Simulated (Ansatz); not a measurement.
# Cl on Cu(100): change of the work function, part 2 of 3

Wanted: Δφ(θ) for Cl/Cu(100), starting from the hollow site.

Ansatz 0.2.0; plane-wave DFT, PBE, Ansatz PAW.

So far, work function, upper face (eV): step 2 (the clean slab) 4.57.

### Step 3. The covered slab, k-mesh 6×6×1, coverage 0.25 ML

System of this step: Cl/Cu(100). The cell holds 17 atoms: 16 Cu and 1 Cl. Cell: a = 5.105 Å, b = 5.105 Å, c = 25.015 Å, α = 90.0°, β = 90.0°, γ = 90.0°. Vacuum lies along c.

The clean slab as it ended is repeated in the plane and the adsorbate is set on one face; the cell's size fixes the coverage, and the k-mesh shrinks with it to keep the sampling density about even. Adsorbate and upper layers relax, since the dipole depends on the height.

Contents of input.yaml:

```yaml
crystal:
  lattice:
    - [5.1053109602, 0.0, 0.0]
    - [0.0, 5.1053109602, 0.0]
    - [0.0, 0.0, 25.0151666049]
  atoms:
    - { symbol: Cu, position: [0.25, 0.25, 0.3597817333] }
    - { symbol: Cu, position: [0.0, 0.0, 0.4319379587] }
    - { symbol: Cu, position: [0.25, 0.25, 0.5053466184] }
    - { symbol: Cu, position: [0.0, 0.0, 0.5763691119] }
    - { symbol: Cu, position: [0.25, 0.75, 0.3597817333] }
    - { symbol: Cu, position: [0.0, 0.5, 0.4319379587] }
    - { symbol: Cu, position: [0.25, 0.75, 0.5053466184] }
    - { symbol: Cu, position: [0.0, 0.5, 0.5763691119] }
    - { symbol: Cu, position: [0.75, 0.25, 0.3597817333] }
    - { symbol: Cu, position: [0.5, 0.0, 0.4319379587] }
    - { symbol: Cu, position: [0.75, 0.25, 0.5053466184] }
    - { symbol: Cu, position: [0.5, 0.0, 0.5763691119] }
    - { symbol: Cu, position: [0.75, 0.75, 0.3597817333] }
    - { symbol: Cu, position: [0.5, 0.5, 0.4319379587] }
    - { symbol: Cu, position: [0.75, 0.75, 0.5053466184] }
    - { symbol: Cu, position: [0.5, 0.5, 0.5763691119] }
    - { symbol: Cl, position: [0.25, 0.25, 0.6402182667] }
kpoints:
  mp_grid: { grid: [6, 6, 1] }
hamiltonian:
  xc: pbe
scf:
  occupations: { method: fermi_dirac, width: 0.1 }
  convergence: { dr2_threshold: 1.0e-08 }
efield:
  axis: 3
  dipole_correction: true
  ramp_position: 0.97
  ramp_width: 0.06
relax:
  f_tol: 0.02
  max_steps: 60
  constraints: [{ sites: [0, 1, 4, 5, 8, 9, 12, 13] }]
output:
  dos: { projected: true, e_range: [-8, 4] }
  write_potential: true
  write_density: true
  volumetric_format: npy
  elf: true
```

The run is started by

```
$ ansatz run input.yaml --threads 4 --pin off --max-ram 6144MiB --backend cpu --events-out ev --progress --plain --runs-dir out
```

Numbers of over 12 decimals in the logs are rounded to 6 here.

The log of the run:

```text
[...]
Crystal: 17 atoms, lattice volume = 652.000 Å³
Basis set: ecut = 420 eV, 12683 PW (Γ), exchange–correlation on 72×72×360 points (8 copies of the dense FFT grid, shifted against one another)
Bands: 187, of which v1, the nominal top of the filled ones, is band 156 counted from 1 (155 counted from 0)
Symmetry: 8 space group operations
[...]
k-points: 10 of 36
[...]
SCF iter   1: F=—  HF=-107079.286649 eV  |F-HF|=—  |Δ(HF+E_count)|=         —  Δρ=2.34e-3  dr2=5.89e-2  ethr=1.77e-3  p=-0.005 e·Å  D=-1.35e-3 V/Å  ΔV_dip=0.03 eV  dr2_dipole=2.12e-4  V_vac-E_F(+/−)=4.50/4.47 eV  ⟨swp⟩=9.4  Hψ=8597  notcnv=0  defer=93
[...]
SCF iter  12: F=-107079.309562 eV  HF=-107079.309562 eV  |F-HF|=7.79e-8  |Δ(HF+E_count)|=   2.94e-7  Δρ=9.58e-7  dr2=5.60e-9  ethr=3.22e-12  p=-0.022 e·Å  D=-6.07e-3 V/Å  ΔV_dip=0.15 eV  dr2_dipole=5.08e-14  V_vac-E_F(+/−)=4.70/4.55 eV  ⟨swp⟩=9.7  Hψ=11929  notcnv=0
SCF 1 converged in 12 iterations: F = -107079.309562 eV  dr2 = 5.60e-9
[...]
relax step   1: F+E_penalty+E_count = -107079.30956162 eV  Δ(F+E_penalty+E_count) = +0.000e0 eV  max|allowed force component| = 6.558e-1 eV/Å  Δτ_max = 0.0000 Å  (12 SCF iters, accepted)
[...]
SCF iter  10: F=-107079.349871 eV  HF=-107079.349871 eV  |F-HF|=4.77e-8  |Δ(HF+E_count)|=   7.17e-8  Δρ=6.72e-7  dr2=2.44e-9  ethr=3.22e-12  p=-0.033 e·Å  D=-9.17e-3 V/Å  ΔV_dip=0.23 eV  dr2_dipole=1.08e-12  V_vac-E_F(+/−)=4.78/4.55 eV  ⟨swp⟩=14.2  Hψ=13178  notcnv=0
SCF 2 converged in 10 iterations: F = -107079.349871 eV  dr2 = 2.44e-9
[...]
relax step   2: F+E_penalty+E_count = -107079.34987127 eV  Δ(F+E_penalty+E_count) = -4.031e-2 eV  max|allowed force component| = 4.092e-1 eV/Å  Δτ_max = 0.0440 Å  (10 SCF iters, accepted)
SCF iter   1: F=—  HF=-107079.384808 eV  |F-HF|=—  |Δ(HF+E_count)|=         —  Δρ=1.94e-3  dr2=4.74e-2  ethr=1.50e-4  p=-0.033 e·Å  D=-9.17e-3 V/Å  ΔV_dip=0.23 eV  dr2_dipole=1.31e-2  V_vac-E_F(+/−)=4.79/4.56 eV  ⟨swp⟩=3.7  Hψ=3533  notcnv=0  defer=180
[...]
SCF iter  10: F=-107079.376882 eV  HF=-107079.376882 eV  |F-HF|=8.97e-8  |Δ(HF+E_count)|=   1.29e-7  Δρ=8.83e-7  dr2=4.04e-9  ethr=3.22e-12  p=-0.054 e·Å  D=-1.49e-2 V/Å  ΔV_dip=0.37 eV  dr2_dipole=1.89e-10  V_vac-E_F(+/−)=4.92/4.55 eV  ⟨swp⟩=15.1  Hψ=14721  notcnv=0
SCF 3 converged in 10 iterations: F = -107079.376882 eV  dr2 = 4.04e-9
relax step   3: F+E_penalty+E_count = -107079.37688236 eV  Δ(F+E_penalty+E_count) = -2.701e-2 eV  max|allowed force component| = 2.395e-2 eV/Å  Δτ_max = 0.0715 Å  (10 SCF iters, accepted)
SCF iter   1: F=—  HF=-107079.376880 eV  |F-HF|=—  |Δ(HF+E_count)|=         —  Δρ=2.29e-4  dr2=5.51e-4  ethr=2.27e-6  p=-0.054 e·Å  D=-1.49e-2 V/Å  ΔV_dip=0.37 eV  dr2_dipole=1.36e-4  V_vac-E_F(+/−)=4.92/4.55 eV  ⟨swp⟩=2.2  Hψ=3291  notcnv=0  defer=132
[...]
SCF iter   8: F=-107079.376955 eV  HF=-107079.376954 eV  |F-HF|=8.46e-8  |Δ(HF+E_count)|=   2.15e-7  Δρ=1.05e-6  dr2=5.32e-9  ethr=3.22e-12  p=-0.056 e·Å  D=-1.55e-2 V/Å  ΔV_dip=0.39 eV  dr2_dipole=1.03e-11  V_vac-E_F(+/−)=4.93/4.55 eV  ⟨swp⟩=11.7  Hψ=13056  notcnv=0
SCF 4 converged in 8 iterations: F = -107079.376955 eV  dr2 = 5.32e-9
relax step   4: F+E_penalty+E_count = -107079.37695453 eV  Δ(F+E_penalty+E_count) = -7.217e-5 eV  max|allowed force component| = 5.955e-3 eV/Å  Δτ_max = 0.0088 Å  (8 SCF iters, accepted)
NSCF: frozen V_eff on 10 k-points
[...]
SCF converged after 8 iterations
Free energy (F): -107079.376955 eV
[...]
Internal energy: -107079.183205 eV  (E = F + TS)
E sigma→0 (E₀):  -107079.280080 eV
Entropy (-TS):   -0.193750 eV (-11.397 meV/atom)
Fermi energy:    1.869018 eV
Dipole field:    D = -0.015448 V/Å  (p = -0.055661 e·Å, saw-weighted, corrected)
Work function:   Φ+ = 4.9336 eV   Φ− = 4.5471 eV
[...]
--- Forces (eV/Å), atoms counted from 1 ---
  atom   1  Cu    -0.00000000     0.00000000     0.15435898
  atom   2  Cu    -0.05909936    -0.05909936    -0.12015642
  atom   3  Cu    -0.00000000     0.00000000    -0.00134457
  atom   4  Cu    -0.00015344    -0.00015344    -0.00136905
  atom   5  Cu    -0.00000000     0.00000000     0.10867306
  atom   6  Cu    -0.05909936     0.05909936    -0.12015642
  atom   7  Cu     0.00000000     0.00000000     0.00114124
  atom   8  Cu    -0.00015344     0.00015344    -0.00136905
  atom   9  Cu    -0.00000000     0.00000000     0.10867306
  atom  10  Cu     0.05909936    -0.05909936    -0.12015642
  atom  11  Cu    -0.00000000     0.00000000     0.00114124
  atom  12  Cu     0.00015344    -0.00015344    -0.00136905
  atom  13  Cu     0.00000000     0.00000000     0.11659881
  atom  14  Cu     0.05909936     0.05909936    -0.12015642
  atom  15  Cu     0.00000000     0.00000000     0.00278200
  atom  16  Cu     0.00015344     0.00015344    -0.00136905
  atom  17  Cl    -0.00000000     0.00000000    -0.00595548
  max |Σ_I F_I| component: 3.35e-5 eV/Å
--- Band table (eV; the first three rows and the last of 10) ---
  k-point 0: bands = [... 152 lower, 1.5241, 1.5379, 1.5379, 1.6236, 1.7476, 1.8443, 1.8443, 2.7006, ... 27 higher]
  k-point 1: bands = [... 152 lower, 0.7687, 1.7391, 1.7728, 1.8112, 2.1097, 2.1555, 2.8454, 3.2935, ... 27 higher]
  k-point 2: bands = [... 152 lower, 0.8658, 1.8476, 2.1197, 2.1525, 2.5293, 2.8655, 3.2683, 3.2851, ... 27 higher]
  k-point 9: bands = [... 152 lower, 0.7142, 0.9818, 0.9818, 1.2598, 2.1038, 2.5134, 2.5134, 2.9594, ... 27 higher]
--- Relaxed structure (4 steps of the walk, 4 accepted, 0 SCFs on fresh bases) ---
  F+E_penalty+E_count = -107079.37695453 eV   max|allowed force component| = 5.955e-3 eV/Å
  atoms:
    - { symbol: Cu, position: [0.25, 0.25, 0.3597817333] }
    - { symbol: Cu, position: [0.0, 0.0, 0.431938] }
    - { symbol: Cu, position: [0.25, 0.25, 0.503801] }
    - { symbol: Cu, position: [-0.00205277, -0.00205277, 0.577448] }
    - { symbol: Cu, position: [0.25, 0.750000, 0.3597817333] }
    - { symbol: Cu, position: [0.0, 0.5, 0.431938] }
    - { symbol: Cu, position: [0.25, 0.750000, 0.505321] }
    - { symbol: Cu, position: [-0.00205277, 0.502053, 0.577448] }
    - { symbol: Cu, position: [0.750000, 0.25, 0.3597817333] }
    - { symbol: Cu, position: [0.5, 0.0, 0.431938] }
    - { symbol: Cu, position: [0.750000, 0.25, 0.505321] }
    - { symbol: Cu, position: [0.502053, -0.00205277, 0.577448] }
    - { symbol: Cu, position: [0.750000, 0.750000, 0.3597817333] }
    - { symbol: Cu, position: [0.5, 0.5, 0.431938] }
    - { symbol: Cu, position: [0.750000, 0.750000, 0.507685] }
    - { symbol: Cu, position: [0.502053, 0.502053, 0.577448] }
    - { symbol: Cl, position: [0.25, 0.25, 0.645188] }
```

Wall time 43 s (4 threads of AMD EPYC 9R45, shared host); peak memory 3.2 GiB.

This run has no spin polarisation although its electron count is odd.

Relaxation path:

```
step  energy less that of the first step (eV)  largest force component (eV/Å)
   1                                   0.0000                          0.6558
   2                                  -0.0403                          0.4092
   3                                  -0.0673                          0.0239
   4                                  -0.0674                          0.0060
```

Forces are held to the 8 operations that the run works with; a distortion that breaks them can't arise in this run.

The atoms that moved most (Å):

```
atom      dx      dy      dz  length
Cl17   0.000   0.000   0.124   0.124
Cu15   0.000   0.000   0.058   0.058
 Cu3   0.000   0.000  -0.039   0.039
 Cu4  -0.010  -0.010   0.027   0.031
 Cu8  -0.010   0.010   0.027   0.031
Cu12   0.010  -0.010   0.027   0.031
Cu16   0.010   0.010   0.027   0.031
```

Final coordinates:

```
Cu Cl
1.0
     5.10531    0.00000    0.00000
     0.00000    5.10531    0.00000
     0.00000    0.00000   25.01517
Cu Cl
16 1
Direct
  0.25000 0.25000 0.35978
  0.00000 0.00000 0.43194
  0.25000 0.25000 0.50380
  0.99795 0.99795 0.57745
  0.25000 0.75000 0.35978
  0.00000 0.50000 0.43194
  0.25000 0.75000 0.50532
  0.99795 0.50205 0.57745
  0.75000 0.25000 0.35978
  0.50000 0.00000 0.43194
  0.75000 0.25000 0.50532
  0.50205 0.99795 0.57745
  0.75000 0.75000 0.35978
  0.50000 0.50000 0.43194
  0.75000 0.75000 0.50768
  0.50205 0.50205 0.57745
  0.25000 0.25000 0.64519
```

Numbers from this step:

* energy at zero smearing: -107079.2801 eV
* work function, upper face: 4.934 eV
* work function, lower face: 4.547 eV
* dipole along the normal: -0.05566 e·Å
* step between the vacuum levels: 0.3864 eV

Running mean over 1.805 Å of the planar mean; the ramp of the sawtooth is left out. The electron's electrostatic potential energy less the Fermi level by z:

z (Å), electron's electrostatic potential energy less the Fermi level (eV) and a bar from the least value:
```
      3.5       4.55 #############################
      4.0       4.55 #############################
      4.5       4.55 #############################
      5.0       4.54 #############################
      5.5       4.54 #############################
      6.0       4.51 #############################
      6.5       4.41 #############################
      7.0       4.07 ############################
      7.5       2.69 #########################
      8.0      -1.46 ################
      8.5      -6.20 ######
      9.0      -8.31 #
      9.5      -8.64 
     10.0      -8.73 
     10.5      -8.79 
     11.0      -8.73 
     11.5      -8.50 #
     12.0      -8.49 #
     12.5      -8.69 
     13.0      -8.75 
     13.5      -8.76 
     14.0      -8.76 
     14.5      -8.54 #
     15.0      -6.85 ####
     15.5      -3.09 ############
     16.0       0.20 ####################
     16.5       1.67 #######################
     17.0       3.06 ##########################
     17.5       4.31 #############################
     18.0       4.81 ##############################
     18.5       4.91 ##############################
     19.0       4.93 ##############################
     19.5       4.93 ##############################
     20.0       4.93 ##############################
     20.5       4.93 ##############################
     21.0       4.93 ##############################
     21.5       4.93 ##############################
```

The density of states has structure finer than the step of the table below, so its rows give means over 0.25 eV, whole bins alone (the curve runs from -8 to 1.98 eV). Peaks (eV: height): -2.800: 85.4, -2.740: 116, -2.380: 89.7, -2.320: 110, -1.710: 95.9, -1.620: 88.4, -1.500: 123.

Density of states against energy, zero at the Fermi level; means over each step:

```
energy (eV)  density of states (states/eV a cell)
      -7.75                                  1.14
      -7.50                                  1.22
      -7.25                                  1.55
      -7.00                                  2.86
      -6.75                                  3.21
      -6.50                                  1.86
      -6.25                                  3.27
      -6.00                                  4.38
      -5.75                                  4.26
      -5.50                                  5.87
      -5.25                                  10.8
      -5.00                                  11.3
      -4.75                                  12.9
      -4.50                                  16.6
      -4.25                                  19.2
      -4.00                                  39.0
      -3.75                                  34.5
      -3.50                                  32.7
      -3.25                                  40.8
      -3.00                                  46.8
      -2.75                                  61.5
      -2.50                                  48.0
      -2.25                                  69.2
      -2.00                                  64.2
      -1.75                                  79.1
      -1.50                                  70.0
      -1.25                                  15.0
      -1.00                                  7.49
      -0.75                                  5.61
      -0.50                                  4.63
      -0.25                                  6.54
       0.00                                  5.42
       0.25                                  6.18
       0.50                                  5.45
       0.75                                  4.21
       1.00                                  4.35
       1.25                                  3.23
       1.50                                  5.57
       1.75                                  5.82
```

Projected DOS per atom over height of the atomic layer and energy from the Fermi level. Layers: Cu4 Cu4 Cu4 Cu4 Cl from below.

Values in states/eV, 22 rows by 5 columns, each cell a mean:
```
0.14 0.16 0.18 0.17 0.11
0.15 0.14 0.15 0.16 0.07
0.18 0.18 0.16 0.18 0.11
0.26 0.28 0.21 0.25 0.16
0.30 0.28 0.29 0.29 0.18
0.30 0.24 0.22 0.31 0.24
0.50 0.36 0.38 0.44 0.29
3.44 2.32 2.47 3.12 0.77
5.70 3.47 3.41 5.17 0.31
4.68 2.91 2.88 4.11 0.22
3.28 3.55 3.65 3.38 0.26
2.09 2.93 2.82 2.25 0.38
1.29 2.13 2.46 1.63 0.92
1.02 2.65 2.39 0.99 1.01
0.53 1.36 1.07 0.42 1.14
0.28 0.46 0.58 0.52 3.58
0.17 0.25 0.31 0.36 1.69
0.14 0.25 0.24 0.24 0.78
0.09 0.17 0.15 0.13 0.27
0.14 0.20 0.18 0.17 0.24
0.04 0.13 0.13 0.06 0.05
0.03 0.11 0.11 0.03 0.02
```
Columns: height of the atomic layer (Å) from 9 to 16.1; rows upwards: energy from the Fermi level (eV) from -7.96 to 1.95.

ELF in the ca plane at fractional y = 0.250, with atoms of Cu and Cl within 0.2 Å of it. It is the smooth field of the valence electrons, not physical close to the nuclei.

Values, 8 rows by 16 columns, each cell a mean:
```
0.14 0.19 0.21 0.23 0.24 0.19 0.24 0.21 0.14 0.18 0.07 0.01 0.00 0.00 0.00 0.00
0.12 0.40 0.34 0.22 0.20 0.53 0.22 0.25 0.10 0.01 0.00 0.00 0.00 0.00 0.00 0.00
0.12 0.31 0.28 0.23 0.20 0.39 0.22 0.24 0.10 0.02 0.01 0.00 0.00 0.00 0.00 0.00
0.15 0.20 0.23 0.23 0.26 0.20 0.25 0.20 0.22 0.34 0.13 0.01 0.00 0.00 0.00 0.00
0.14 0.19 0.21 0.23 0.24 0.19 0.22 0.19 0.65 0.81 0.41 0.04 0.00 0.00 0.00 0.00
0.12 0.40 0.34 0.22 0.20 0.53 0.20 0.23 0.69 0.76 0.58 0.07 0.00 0.00 0.00 0.00
0.12 0.31 0.28 0.23 0.21 0.39 0.20 0.22 0.73 0.81 0.54 0.06 0.00 0.00 0.00 0.00
0.15 0.20 0.23 0.23 0.26 0.20 0.25 0.18 0.52 0.72 0.32 0.03 0.00 0.00 0.00 0.00
```
Columns run along c (16.0 Å, from fractional 0.29 to 0.93 of the cell), rows up along a (5.1 Å). Atoms in or near the plane, at fractional coordinates: Cu at (0.36, 0.25), Cu at (0.50, 0.25), Cu at (0.36, 0.75), Cu at (0.51, 0.75), Cl at (0.65, 0.25).

Electrostatic potential energy in the ca plane at fractional y = 0.250, with atoms of Cu and Cl within 0.2 Å of it. With pseudopotentials it is smooth inside the atoms' cores, unlike the true potential.

Values in eV, 8 rows by 16 columns, each cell a mean:
```
  5  -7  -5   2   1 -12   0   2   5   6   7   7   7   7   7   7
  4 -35 -29   4  -5 -47 -11   5   6   6   7   7   7   7   7   7
  4 -29 -24   3  -3 -40  -7   4   6   6   7   7   7   7   7   7
  5  -1   0   2   2  -3   2   2   4   6   7   7   7   7   7   7
  5  -7  -5   2   1 -12   1   2  -5  -5   6   7   7   7   7   7
  4 -36 -29   4  -7 -47  -9   3 -29 -33   5   7   7   7   7   7
  4 -29 -24   3  -4 -40  -6   3 -23 -27   5   7   7   7   7   7
  5  -1   0   2   2  -3   2   1   1   1   6   7   7   7   7   7
```
Columns run along c (16.0 Å, from fractional 0.29 to 0.93 of the cell; values clipped at the 3rd and 97th percentile), rows up along a (5.1 Å). Atoms in or near the plane, at fractional coordinates: Cu at (0.36, 0.25), Cu at (0.50, 0.25), Cu at (0.36, 0.75), Cu at (0.51, 0.75), Cl at (0.65, 0.25).

Valence density in the ca plane at fractional y = 0.250, with atoms of Cu and Cl within 0.2 Å of it. It is the smooth field of the valence electrons, not physical close to the nuclei.

Ten steps, logarithmic in the rise over the least value, from '0' (0 e/Å³) to '9' (45 e/Å³), each cell a mean:
```
00001110000001111000000000000000000000000000
00014431000001443100000000000000000000000000
00037962000013796200000000000000000000000000
00148972000014897200000000000000000000000000
00025741000012674100000000000000000000000000
00012211000001221100000000000000000000000000
00000100001000110000000000000000000000000000
00001110000001111000001111100000000000000000
00014431000012443100001233210000000000000000
00037962000014886200012322310000000000000000
00148972000014996200012322310000000000000000
00025741000013664100001233210000000000000000
00012211000001221100001122100000000000000000
00000100001000110000000010000000000000000000
```
Columns run along c (16.0 Å, from fractional 0.29 to 0.93 of the cell), rows up along a (5.1 Å). Atoms in or near the plane, at fractional coordinates: Cu at (0.36, 0.25), Cu at (0.50, 0.25), Cu at (0.36, 0.75), Cu at (0.51, 0.75), Cl at (0.65, 0.25).

The relaxation took 4 steps and lowered the energy by 0.067 eV; the largest force on the free atoms ends at 0.0060 eV/Å.

By hand: a sheet of dipoles makes a step −p/(ε₀A) in the electron's potential. With e/ε₀ = 180.95 V·Å, p = -0.05566 e·Å and A = 26.06 Å², that is −180.95 × (-0.05566) / 26.06 = +0.386 eV, and the two vacuum levels of the run differ by +0.386 eV.

The covered face has 4.93 eV, +0.36 eV against the clean one; the bare back face has moved by -0.03 eV, a measure of how thin the slab is.

[end of part 2 of 3]

[Logs are printed without paths, hosts, clocks, repeated set-up lines and the standing remarks that a program may print on its own settings, such as how far it seeks lower states.]

[Hosts, paths, dates, database ids (printed as entryN), source tags and the programs' standing remarks are cut or masked in the printed files.]

[Maps of the electrostatic potential energy from Ansatz leave out the sawtooth potential of an applied field or a dipole correction, so their vacuum need not be flat; planar profiles and work functions include it.]

[The density of states shown here was stored with 400 of the rows of the run's finer table, so its peaks can read low, often by over a quarter, or be missed, and its means over a window can be off by a tenth or more.]
